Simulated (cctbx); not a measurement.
## Accept or mend?

Cell a = 7.2450 Å, b = 7.4880 Å, c = 10.2380 Å, α = 90.00°, β = 90.00°, γ = 90.00°; space group Pnma (no. 62).

Simulated single-crystal data (cctbx): Cu Kα, λ = 1.54184 Å, to d = 0.83 Å, 70 % of the full sphere, strongest reflection 40000 counts, noise from counting, a 2 % proportional error and a noise floor of 2 counts (s.d.); no absorption.

An anisotropic refinement with weights 1/σ² prints:

```text
Rint 0.020, 543 unique reflections to 0.83 A
cycle     R1     wR2    GooF  max shift (A)
   1  0.0490  0.1494   6.672   0.00896
   2  0.0516  0.1427   6.370   0.00001
final R1 0.0516 wR2 0.1427 GooF 6.370  parameters 33  data/parameter 16.5
atom        x        y        z      Ueq    occ   su(xyz)  su(Uiso or U11)
Sn1    0.00000  0.50000  0.00000   0.0079  1.000  0.00000  0.0008
Sn2    0.74749  0.75000  0.74209   0.0076  1.000  0.00016  0.0007
Sn3    0.51076  0.25000  0.88089   0.0057  1.000  0.00017  0.0007
S1     0.49403  0.48723  0.25153   0.0130  1.000  0.00056  0.0018
S2     0.76370  0.75000  0.98393   0.0150  1.000  0.00074  0.0026
difference map: max 13.54 min -0.85 rms 0.59
Q1    0.2284  0.7500  0.9977    4   13.69  2.26 A from Sn3
Q2    0.2478  0.2500  0.2497    4    3.75  0.09 A from Sn2
Q3    0.2340  0.2500  0.0009    4    3.67  0.16 A from S2
Q4    0.0000  0.0000  0.0000    4    3.04  0.00 A from Sn1
Q5    0.9912  0.2500  0.6363    4    2.97  0.23 A from Sn3
Q6    0.0001  0.9999  0.2468    8    2.56  0.11 A from S1
```

**Question.** Can this result stand? If not, what is the likely fault?

Mend it. The fault: an atom left out, N at (0.2290, 3/4, 0.9979). Against the right model at the same level, R1 goes from 0.0092 to 0.0516 and GooF from 0.94 to 6.37 and the top difference peak, 13.7 e/Å³, lies 2.26 Å from Sn3. Q1 is the missing atom. With scattering power missing, scale and phases suffer, so peaks may also grow on the heavy atoms.

The compound is Sn3S3N. The right model at the same level gives:

```text
Rint 0.020, 543 unique reflections to 0.83 A
cycle     R1     wR2    GooF  max shift (A)
   1  0.0094  0.0215   0.966   0.00104
   2  0.0092  0.0209   0.940   0.00000
final R1 0.0092 wR2 0.0209 GooF 0.940  parameters 39  data/parameter 13.9
atom        x        y        z      Ueq    occ   su(xyz)  su(Uiso or U11)
Sn1    0.00000  0.50000  0.00000   0.0096  1.000  0.00000  0.0001
Sn2    0.74753  0.75000  0.74212   0.0093  1.000  0.00003  0.0001
Sn3    0.51059  0.25000  0.88078   0.0077  1.000  0.00003  0.0001
S1     0.49427  0.48799  0.25158   0.0128  1.000  0.00008  0.0003
S2     0.76406  0.75000  0.98476   0.0135  1.000  0.00011  0.0004
N1     0.22861  0.75000  0.99760   0.0149  1.000  0.00040  0.0014
difference map: max 0.45 min -0.38 rms 0.09
Q1    0.1201  0.7500  0.3328    4    0.47  1.07 A from Sn3
Q2    0.1412  0.7500  0.6732    4    0.44  1.16 A from Sn2
Q3    0.1399  0.2500  0.5959    4    0.36  0.97 A from Sn3
Q4    0.1926  0.2500  0.9441    4    0.30  0.79 A from S2
Q5    0.9999  0.0381  0.4356    8    0.30  1.93 A from S1
Q6    0.0618  0.0007  0.0967    8    0.29  1.09 A from Sn1
```

The model was made for the exercise: a known structure type with other elements put in, its volume estimated, not relaxed; displacement parameters are assumed.

[Middle refinement cycles are left out of these outputs.]

[Logs are printed without paths, hosts, clocks, repeated set-up lines and the standing remarks that a program may print on its own settings, such as how far it seeks lower states.]
